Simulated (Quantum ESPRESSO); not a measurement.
## Projected density of states of magnetic MnS

Wanted: the exchange-split electronic structure of MnS.

Main program and level: Quantum ESPRESSO 7.5; LDA with U = 4 eV on Mn d (ortho-atomic projectors); plane waves with GBRV 1.5 LDA potentials, no spin-orbit coupling.

The database entry behind the starting cell differs from later determinations by our own check (an axis about 0.2 % short against later determinations), so it need not match the best structure at ambient conditions.

## 1. The starting structure

The structure is cubic, space group Fm-3m (No. 225). Conventional cell: a = 5.209 Å, b = 5.209 Å, c = 5.209 Å, α = 90.00°, β = 90.00°, γ = 90.00°. Mn has 6 S at 2.60 Å nearest. Nearest to S lie 6 Mn at 2.60 Å. Farther neighbours and most contacts between anions are not listed.

The cell comes from the Crystallography Open Database.

## 2. The magnetic state

This state came out lowest in a comparison of starts that is told elsewhere.

File pw.in:

```
&CONTROL
  calculation = 'scf'
  prefix = 'pwscf'
  outdir = './tmp'
  pseudo_dir = './pseudo'
  disk_io = 'low'
/
&SYSTEM
  ibrav = 0
  celldm(1) = 8
  nat = 4
  ntyp = 3
  ecutwfc = 40
  ecutrho = 280
  nbnd = 34
  occupations = 'smearing'
  smearing = 'fd'
  degauss = 0.00367493
  nspin = 2
  starting_magnetization(1) = 0.3
  starting_magnetization(2) = -0.3
  starting_magnetization(3) = 0
/
&ELECTRONS
  conv_thr = 8d-09
  electron_maxstep = 150
  mixing_beta = 0.3
/
ATOMIC_SPECIES
Mn1    54.9380 mn_lda_v1.5.uspp.F.UPF
Mn2    54.9380 mn_lda_v1.5.uspp.F.UPF
S      32.0600 s_lda_v1.4.uspp.F.UPF
CELL_PARAMETERS alat
   0.0000000000000    0.6152239614485    0.6152239614485
   0.6152239614485    0.0000000000000    0.6152239614485
   1.2304479228970    1.2304479228970    0.0000000000000
ATOMIC_POSITIONS crystal
Mn1     0.0000000000    0.0000000000    0.0000000000
Mn2     0.0000000000    0.0000000000    0.5000000000
S       0.5000000000    0.5000000000    0.2500000000
S       0.5000000000    0.5000000000    0.7500000000
K_POINTS automatic
6 6 3 0 0 0
HUBBARD {ortho-atomic}
U Mn1-3d 4.0000
U Mn2-3d 4.0000
```

Started as:

```bash
> OMP_NUM_THREADS=1 mpirun -n 4 pw.x -nk 4 -in pw.in > pw.out
```

What it wrote:

```text
Program PWSCF v.7.5 starts

     Message from routine setup:
     using ibrav=0 with symmetry is DISCOURAGED, use correct ibrav instead

     K-points division:     npool     =       4
     Subspace diagonalization in iterative solution of the eigenvalue problem:

     bravais-lattice index     =            0
     lattice parameter (alat)  =       8.0000  a.u.
     unit-cell volume          =     476.9026 (a.u.)^3
     number of atoms/cell      =            4
     number of atomic types    =            3
     number of electrons       =        42.00
     number of Kohn-Sham states=           34
     kinetic-energy cutoff     =      40.0000  Ry
     charge density cutoff     =     280.0000  Ry
     scf convergence threshold =      8.0E-09
     mixing beta               =       0.3000
     number of iterations used =            8  plain     mixing
     Exchange-correlation=  SLA  PZ   NOGX NOGC
                           (   1   1   0   0   0   0   0)
     Hubbard projectors: ortho-atomic
     Hubbard parameters of DFT+U (Dudarev formulation) in eV:
     U(Mn1-3d) =  4.0000
     U(Mn2-3d) =  4.0000

     Internal variables: lda_plus_u =T, lda_plus_u_kind = 0

     Internal variables: orbital_resolved =F, hub_pot_fix =F, apply_U = F

     celldm(1)=   8.000000  celldm(2)=   0.000000  celldm(3)=   0.000000
     celldm(4)=   0.000000  celldm(5)=   0.000000  celldm(6)=   0.000000

     crystal axes: (cart. coord. in units of alat)
               a(1) = (   0.000000   0.615224   0.615224 )
               a(2) = (   0.615224   0.000000   0.615224 )
               a(3) = (   1.230448   1.230448   0.000000 )

     reciprocal axes: (cart. coord. in units 2 pi/alat)
               b(1) = ( -0.812712  0.812712  0.812712 )
               b(2) = (  0.812712 -0.812712  0.812712 )
               b(3) = (  0.406356  0.406356 -0.406356 )

     PseudoPot. # 1 for Mn read from file:
     mn_lda_v1.5.uspp.F.UPF
     Pseudo is Ultrasoft + core correction, Zval = 15.0

     PseudoPot. # 2 for Mn read from file:
     mn_lda_v1.5.uspp.F.UPF
     Pseudo is Ultrasoft + core correction, Zval = 15.0

     PseudoPot. # 3 for S  read from file:
     s_lda_v1.4.uspp.F.UPF
     Pseudo is Ultrasoft + core correction, Zval =  6.0

     atomic species   valence    mass     pseudopotential
     Mn1              15.00    54.93800     Mn( 1.00)
     Mn2              15.00    54.93800     Mn( 1.00)
     S                 6.00    32.06000     S ( 1.00)

     Starting magnetic structure
     atomic species   magnetization
     Mn1             0.300
     Mn2            -0.300
     S               0.000

     12 Sym. Ops., with inversion, found

   Cartesian axes

     site n.     atom                  positions (alat units)
         1        Mn1    tau(   1) = (   0.0000000   0.0000000   0.0000000  )
         2        Mn2    tau(   2) = (   0.6152240   0.6152240   0.0000000  )
         3        S      tau(   3) = (   0.6152240   0.6152240   0.6152240  )
         4        S      tau(   4) = (   1.2304479   1.2304479   0.6152240  )

     number of k points=    16  Fermi-Dirac smearing, width (Ry)=  0.0037
                       cart. coord. in units 2pi/alat
        k(    1) = (   0.0000000   0.0000000   0.0000000), wk =   0.0092593
        k(    2) = (   0.1354520   0.1354520  -0.1354520), wk =   0.0185185
        k(    3) = (   0.1354520  -0.1354520   0.1354520), wk =   0.0555556
        k(    4) = (   0.2709041  -0.0000000   0.0000000), wk =   0.0555556
        k(    5) = (  -0.0000000  -0.2709041   0.2709041), wk =   0.0555556
        [... 11 further k-points ...]

     Dense  grid:    37771 G-vectors     FFT dimensions: (  40,  40,  75)

     Smooth grid:    16185 G-vectors     FFT dimensions: (  30,  30,  60)

     Check: negative core charge=   -0.000037
     Generating pointlists ...
     new r_m :   0.2538 (alat units)  2.0302 (a.u.) for type    1
     new r_m :   0.2538 (alat units)  2.0302 (a.u.) for type    2
     new r_m :   0.2538 (alat units)  2.0302 (a.u.) for type    3

     Initial potential from superposition of free atoms

     starting charge      40.9998, renormalised to      42.0000

     STARTING HUBBARD OCCUPATIONS:

     =================== HUBBARD OCCUPATIONS ===================
     ------------------------ ATOM    1 ------------------------
     Tr[ns(  1)] (up, down, total) =   5.00000  0.00000  5.00000
     Atomic magnetic moment for atom   1 =   5.00000
     [... lines left out ...]
     ------------------------ ATOM    2 ------------------------
     Tr[ns(  2)] (up, down, total) =   0.00000  5.00000  5.00000
     Atomic magnetic moment for atom   2 =  -5.00000
     [... lines left out ...]
     Number of occupied Hubbard levels =   10.0000

     Atomic wfc used for Hubbard projectors are orthogonalized

     Starting wfcs are   34 randomized atomic wfcs

     Self-consistent Calculation

     iteration #  1     ecut=    40.00 Ry     beta= 0.30
     Davidson diagonalization with overlap
     ethr =  1.00E-02,  avg # of iterations =  4.9

     =================== HUBBARD OCCUPATIONS ===================
     ------------------------ ATOM    1 ------------------------
     Tr[ns(  1)] (up, down, total) =   4.84904  0.17247  5.02150
     Atomic magnetic moment for atom   1 =   4.67657
     [... lines left out ...]
     ------------------------ ATOM    2 ------------------------
     Tr[ns(  2)] (up, down, total) =   0.17250  4.84857  5.02107
     Atomic magnetic moment for atom   2 =  -4.67607
     [... lines left out ...]
     Number of occupied Hubbard levels =   10.0426

     total energy              =    -470.31900308 Ry
     estimated scf accuracy    <       0.98700882 Ry

     total magnetization       =    -0.00 Bohr mag/cell
     absolute magnetization    =     9.31 Bohr mag/cell

     iteration #  2     ecut=    40.00 Ry     beta= 0.30
     Davidson diagonalization with overlap
     ethr =  2.35E-03,  avg # of iterations =  2.0

     total energy              =    -470.49357674 Ry
     estimated scf accuracy    <       0.04064508 Ry

     total magnetization       =    -0.00 Bohr mag/cell
     absolute magnetization    =     9.36 Bohr mag/cell

     [... further iterations left out ...]

     iteration # 10     ecut=    40.00 Ry     beta= 0.30
     Davidson diagonalization with overlap
     ethr =  1.17E-09,  avg # of iterations =  3.3

     negative rho (up, down):  4.313E-05 3.757E-04

     total energy              =    -470.50610174 Ry
     estimated scf accuracy    <       0.00000056 Ry

     total magnetization       =     0.00 Bohr mag/cell
     absolute magnetization    =     9.35 Bohr mag/cell

     iteration # 11     ecut=    40.00 Ry     beta= 0.30
     Davidson diagonalization with overlap
     ethr =  1.17E-09,  avg # of iterations =  2.0

     negative rho (up, down):  4.288E-05 3.756E-04

     Magnetic moment per site  (integrated on atomic sphere of radius R)
     atom   1 (R=0.254)  charge= 13.1720  magn=  4.3801
     atom   2 (R=0.254)  charge= 13.1721  magn= -4.3800
     atom   3 (R=0.254)  charge=  4.6802  magn=  0.0000
     atom   4 (R=0.254)  charge=  4.6802  magn=  0.0000

     End of self-consistent calculation

     =================== HUBBARD OCCUPATIONS ===================
     ------------------------ ATOM    1 ------------------------
     Tr[ns(  1)] (up, down, total) =   4.96156  0.32813  5.28969
     Atomic magnetic moment for atom   1 =   4.63343
     [... lines left out ...]
     ------------------------ ATOM    2 ------------------------
     Tr[ns(  2)] (up, down, total) =   0.32813  4.96156  5.28969
     Atomic magnetic moment for atom   2 =  -4.63342
     [... lines left out ...]
     Number of occupied Hubbard levels =   10.5794

     [... lines left out ...]
     the Fermi energy is    10.1756 ev

!    total energy              =    -470.50610186 Ry
     estimated scf accuracy    <          1.9E-09 Ry
     smearing contrib. (-TS)   =      -0.00000000 Ry
     internal energy E=F+TS    =    -470.50610186 Ry

     The total energy is F=E-TS. E is the sum of the following terms:
     one-electron contribution =    -265.77083301 Ry
     hartree contribution      =     147.78133317 Ry
     xc contribution           =     -69.62770869 Ry
     ewald contribution        =    -282.98656422 Ry
     Hubbard energy            =       0.09767088 Ry

     total magnetization       =    -0.00 Bohr mag/cell
     absolute magnetization    =     9.35 Bohr mag/cell

     convergence has been achieved in  11 iterations

=------------------------------------------------------------------------------=
   JOB DONE.
=------------------------------------------------------------------------------=
```

It took 13 s on 4 MPI ranks of Intel Xeon Platinum 8488C (Sapphire Rapids), shared host; peak memory 0.49 GiB.

Spin moment in the atom's sphere by atom:

```csv
atom,spin moment in the atom's sphere (μB)
Mn1,4.38
Mn2,-4.38
S3,0.00
S4,0.00
```

Read from the output:

```
smearing term TS       : 9.22e-11 eV
magnetization          : 0 μB
absolute magnetization : 9.349 μB
final state            : antiferromagnetic
```

## 3. Post-processing

File projwfc.in:

```
&PROJWFC
  prefix = 'pwscf'
  outdir = './tmp'
  filpdos = 'pdos'
  ngauss = 0
  degauss = 0.01
  DeltaE = 0.05
  Emin = 1.18
  Emax = 15.18
/
```

Started as:

```bash
> OMP_NUM_THREADS=1 mpirun -n 4 projwfc.x -nk 4 -in projwfc.in > projwfc.out
```

What it wrote:

```text
[banner, memory and clock lines left out]
Program PROJWFC v.7.5 starts

     [... lines left out ...]
     IMPORTANT: XC functional enforced from input :
     Exchange-correlation= PZ
                           (   1   1   0   0   0   0   0)
     Any further DFT definition will be discarded
     Please, verify this is what you really want

     G-vector sticks info

     Check: negative core charge=   -0.000037

     negative rho (up, down):  4.288E-05 3.756E-04

     Gaussian broadening (read from input): ngauss,degauss=   0    0.010000

     Calling projwave ....

  Problem Sizes
  natomwfc =           34
  nbnd     =           34
  nkstot   =           32
  npwx     =         2052
  nkb      =           72

     Atomic states used for projection
     (read from pseudopotential files):

     state #   1: atom   1 (Mn1), wfc  1 (l=0 m= 1)
     state #   2: atom   1 (Mn1), wfc  2 (l=1 m= 1)
     state #   3: atom   1 (Mn1), wfc  2 (l=1 m= 2)
     state #   4: atom   1 (Mn1), wfc  2 (l=1 m= 3)
     state #   5: atom   1 (Mn1), wfc  3 (l=0 m= 1)
     state #   6: atom   1 (Mn1), wfc  4 (l=2 m= 1)
     state #   7: atom   1 (Mn1), wfc  4 (l=2 m= 2)
     state #   8: atom   1 (Mn1), wfc  4 (l=2 m= 3)
     state #   9: atom   1 (Mn1), wfc  4 (l=2 m= 4)
     state #  10: atom   1 (Mn1), wfc  4 (l=2 m= 5)
     state #  11: atom   1 (Mn1), wfc  5 (l=1 m= 1)
     state #  12: atom   1 (Mn1), wfc  5 (l=1 m= 2)
     state #  13: atom   1 (Mn1), wfc  5 (l=1 m= 3)
     state #  14: atom   2 (Mn2), wfc  1 (l=0 m= 1)
     state #  15: atom   2 (Mn2), wfc  2 (l=1 m= 1)
     state #  16: atom   2 (Mn2), wfc  2 (l=1 m= 2)
     state #  17: atom   2 (Mn2), wfc  2 (l=1 m= 3)
     state #  18: atom   2 (Mn2), wfc  3 (l=0 m= 1)
     state #  19: atom   2 (Mn2), wfc  4 (l=2 m= 1)
     state #  20: atom   2 (Mn2), wfc  4 (l=2 m= 2)
     state #  21: atom   2 (Mn2), wfc  4 (l=2 m= 3)
     state #  22: atom   2 (Mn2), wfc  4 (l=2 m= 4)
     state #  23: atom   2 (Mn2), wfc  4 (l=2 m= 5)
     state #  24: atom   2 (Mn2), wfc  5 (l=1 m= 1)
     state #  25: atom   2 (Mn2), wfc  5 (l=1 m= 2)
     state #  26: atom   2 (Mn2), wfc  5 (l=1 m= 3)
     state #  27: atom   3 (S  ), wfc  1 (l=0 m= 1)
     state #  28: atom   3 (S  ), wfc  2 (l=1 m= 1)
     state #  29: atom   3 (S  ), wfc  2 (l=1 m= 2)
     state #  30: atom   3 (S  ), wfc  2 (l=1 m= 3)
     state #  31: atom   4 (S  ), wfc  1 (l=0 m= 1)
     state #  32: atom   4 (S  ), wfc  2 (l=1 m= 1)
     state #  33: atom   4 (S  ), wfc  2 (l=1 m= 2)
     state #  34: atom   4 (S  ), wfc  2 (l=1 m= 3)

 [... projections of the bands left out ...]

Lowdin Charges:

     Atom #   1: total charge =  14.9601, s =  2.4829, p =  7.1875, d =  5.2897,
                 spin up      =   9.8244, s =  1.2560,
                 spin up      =   9.8244, p =  3.6069, pz=  1.2023, px=  1.2023, py=  1.2023,
                 spin up      =   9.8244, d =  4.9616, dz2=  0.9884, dxz=  0.9949, dyz=  0.9949, dx2-y2=  0.9884, dxy=  0.9949,
                 spin down    =   5.1356, s =  1.2269,
                 spin down    =   5.1356, p =  3.5806, pz=  1.1935, px=  1.1935, py=  1.1935,
                 spin down    =   5.1356, d =  0.3281, dz2=  0.1268, dxz=  0.0249, dyz=  0.0249, dx2-y2=  0.1268, dxy=  0.0249,
                 polarization =   4.6888, s =  0.0291, p =  0.0263, d =  4.6334,
     Atom #   2: total charge =  14.9601, s =  2.4829, p =  7.1875, d =  5.2897,
                 spin up      =   5.1356, s =  1.2269,
                 spin up      =   5.1356, p =  3.5806, pz=  1.1935, px=  1.1935, py=  1.1935,
                 spin up      =   5.1356, d =  0.3281, dz2=  0.1268, dxz=  0.0249, dyz=  0.0249, dx2-y2=  0.1268, dxy=  0.0249,
                 spin down    =   9.8244, s =  1.2560,
                 spin down    =   9.8244, p =  3.6069, pz=  1.2023, px=  1.2023, py=  1.2023,
                 spin down    =   9.8244, d =  4.9616, dz2=  0.9884, dxz=  0.9949, dyz=  0.9949, dx2-y2=  0.9884, dxy=  0.9949,
                 polarization =  -4.6888, s = -0.0291, p = -0.0263, d = -4.6334,
     Atom #   3: total charge =   6.0082, s =  1.5324, p =  4.4758, d =  0.0000,
                 spin up      =   3.0041, s =  0.7662,
                 spin up      =   3.0041, p =  2.2379, pz=  0.7460, px=  0.7460, py=  0.7460,
                 spin up      =   3.0041, d =  0.0000, dz2=  0.0000, dxz=  0.0000, dyz=  0.0000, dx2-y2=  0.0000, dxy=  0.0000,
                 spin down    =   3.0041, s =  0.7662,
                 spin down    =   3.0041, p =  2.2379, pz=  0.7460, px=  0.7460, py=  0.7460,
                 spin down    =   3.0041, d =  0.0000, dz2=  0.0000, dxz=  0.0000, dyz=  0.0000, dx2-y2=  0.0000, dxy=  0.0000,
                 polarization =  -0.0000, s =  0.0000, p = -0.0000, d =  0.0000,
     Atom #   4: total charge =   6.0082, s =  1.5324, p =  4.4758, d =  0.0000,
                 spin up      =   3.0041, s =  0.7662,
                 spin up      =   3.0041, p =  2.2379, pz=  0.7460, px=  0.7460, py=  0.7460,
                 spin up      =   3.0041, d =  0.0000, dz2=  0.0000, dxz=  0.0000, dyz=  0.0000, dx2-y2=  0.0000, dxy=  0.0000,
                 spin down    =   3.0041, s =  0.7662,
                 spin down    =   3.0041, p =  2.2379, pz=  0.7460, px=  0.7460, py=  0.7460,
                 spin down    =   3.0041, d =  0.0000, dz2=  0.0000, dxz=  0.0000, dyz=  0.0000, dx2-y2=  0.0000, dxy=  0.0000,
                 polarization =  -0.0000, s =  0.0000, p = -0.0000, d =  0.0000,
     Spilling Parameter:   0.0015
```

Run time: 1.9 s. Hardware: 4 MPI ranks; peak memory 0.08 GiB; 7 s of CPU time.

The density of states has structure finer than the step of the table below, so its rows give means over 0.5 eV, whole bins alone (the curve runs from -9.00 to 5.05 eV). Peaks (eV: height): up -6.10: 5.39, -5.60: 4.62, -4.85: 3.12, 2.50: 4.77; down -6.10: 5.39, -5.60: 4.62, -4.85: 3.12, 2.50: 4.77; Mn1 d up = Mn2 d down -6.05: 3.93, -5.60: 3.61, -4.85: 1.62; Mn1 d down 2.55: 3.94; Mn2 d up 2.55: 3.94.

Gaussian broadening of 0.136 eV on the SCF mesh. Table of density of states by energy, zero at the Fermi level; means over each step; values in states/eV/cell:

```csv
energy (eV),up,down,Mn1 d up = Mn2 d down,Mn1 d down,Mn2 d up,S3 p up,S3 p down
-8.0,0,0,0,0,0,0,0
-7.5,0.0199,0.0199,0.00567,2.4e-4,2.4e-4,0.00494,0.00494
-7.0,0.548,0.548,0.206,0.00445,0.00445,0.115,0.115
-6.5,2.09,2.09,1.10,0.00983,0.00983,0.340,0.340
-6.0,3.95,3.95,2.82,0.0205,0.0205,0.407,0.407
-5.5,3.27,3.27,2.62,0.0286,0.0286,0.216,0.216
-5.0,1.98,1.98,1.14,0.0358,0.0358,0.266,0.266
-4.5,1.38,1.38,0.628,0.0306,0.0306,0.243,0.243
-4.0,1.57,1.57,0.312,0.0563,0.0563,0.439,0.439
-3.5,1.36,1.36,0.167,0.0521,0.0521,0.448,0.448
-3.0,1.03,1.03,0.0656,0.0679,0.0679,0.377,0.377
-2.5,1.47,1.47,0.228,0.0799,0.0799,0.467,0.467
-2.0,1.93,1.93,0.324,0.130,0.130,0.627,0.628
-1.5,1.23,1.23,0.187,0.0993,0.0993,0.432,0.432
-1.0,0.169,0.169,0.0214,0.00769,0.00769,0.0658,0.0658
-0.5,9.4e-5,9.4e-5,7.6e-6,0,0,4.0e-5,4.0e-5
0.0,0,0,0,0,0,0,0
0.5,3.2e-5,3.2e-5,0,0,0,0,0
1.0,0.0647,0.0647,2.1e-4,0.0116,0.0116,2.6e-4,2.6e-4
1.5,1.36,1.36,0.00562,0.930,0.930,0.00902,0.00902
2.0,2.54,2.54,0.00555,1.85,1.85,0.0360,0.0360
2.5,4.02,4.02,0.00811,3.27,3.27,0.0916,0.0916
3.0,2.56,2.56,0.00715,2.02,2.02,0.0900,0.0900
3.5,0.645,0.645,0.00270,0.261,0.261,0.0399,0.0399
4.0,1.58,1.58,0.00385,0.186,0.186,0.0559,0.0559
4.5,0.662,0.662,0.00271,0.0725,0.0725,0.0476,0.0476
```

## 4. Outcome

| Property | Result |
| --- | --- |
| state | antiferromagnetic |
| largest moment in a sphere | 4.38 μB |

Distinct peaks of the density of states (up) stand at -6.10, -5.60, -4.85, 2.50 and 4.10 eV; the one at -6.10 eV is strongest. These are Kohn–Sham states without spin–orbit coupling, on the mesh of the self-consistent run. The moments are opposed on like sites, so the totals of the two spins are equal and the projections on single atoms show the splitting.

[Logs and program files are shortened in this print: banners, set-up blocks, solver, clock and traceback lines can be left out without a mark of their own.]

[Logs are printed without paths, hosts, clocks, repeated set-up lines and the standing remarks that a program may print on its own settings, such as how far it seeks lower states.]

[Hosts, paths, dates, database ids (printed as entryN), source tags and the programs' standing remarks are cut or masked in the printed files.]

[Where a cell is said to come from a database of computed structures, the database is the Materials Project.]
